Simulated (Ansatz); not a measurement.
Two G0W0 runs on LaBiS2O (P4/nmm).

It takes space group P4/nmm (No. 129, tetragonal). The conventional cell has a = 4.055 Å, b = 4.055 Å, c = 14.173 Å, α = 90.00°, β = 90.00°, γ = 90.00°. Nearest to La lie 4 O at 2.38 Å and 4 S at 3.21 Å. Nearest to Bi lie 5 S at 2.52 to 2.88 Å. Nearest to S lie 4 Bi at 2.88 Å. Nearest to S lie 1 Bi at 2.52 Å and 4 La at 3.21 Å. O has 4 La at 2.38 Å nearest. Farther neighbours and most contacts between anions are not listed.

```xyz
10
Lattice="4.0555 0.0000 0.0000 0.0000 4.0555 0.0000 0.0000 0.0000 14.1733" Properties=species:S:1:pos:R:3 pbc="T T T"
La    2.0277    0.0000    8.3302
La    0.0000    2.0277    5.8430
Bi    0.0000    2.0277   12.2992
Bi    2.0277    0.0000    1.8741
S     2.0277    0.0000   12.6145
S     0.0000    2.0277    1.5588
S     0.0000    2.0277    9.7824
S     2.0277    0.0000    4.3909
O     0.0000    0.0000    7.0866
O     2.0277    2.0277    7.0866
```

The cell and positions are those that the Materials Project relaxed with its own functionals (PBE, PBE+U or r2SCAN), kept fixed. Spin-orbit coupling is left out unless a run names it.

The first (Ansatz 0.2.0; start LDA, 6×6×2 mesh, 695 empty bands, screening to 120 eV, hard PAW files; 1 × NVIDIA GB200 (shared by 2 runs) with 16 threads of Arm Neoverse V2, shared host) gave, on its mesh: starting gap 0.83 eV, G0W0 gap 1.19 eV, RPA ε∞ (mean) 15.43, 79 s.

**Question.** The second changes empty bands from 695 to 1497 and screening cutoff (eV) from 120.0 to 200.0. What does it give?

It gave: starting gap 0.83 eV, G0W0 gap 1.24 eV, RPA ε∞ (mean) 15.42, 4.4 min. The G0W0 gap moves by +0.05 eV, +0.00 eV from the start and +0.05 eV from the correction. Σc changes by −0.18 eV at the valence top and −0.13 eV at the conduction bottom, and Σx − Vxc between them by +0.00 eV.

Limits: not at the basis limit; f levels unsure; no spin-orbit coupling; coarse k mesh.

[Paths, hosts, dates, memory and timing lines, banners, echoed tables and standing remarks are left out of the program output.]

[Logs are printed without paths, hosts, clocks, repeated set-up lines and the standing remarks that a program may print on its own settings, such as how far it seeks lower states.]

[Runs of the session that timed out or met a known fault of the program may be left out.]

[Cells called generated may have been cut or substituted from an entry of the Crystallography Open Database or the Materials Project.]

[Hosts, paths, dates, database ids (printed as entryN), source tags and the programs' standing remarks are cut or masked in the printed files.]
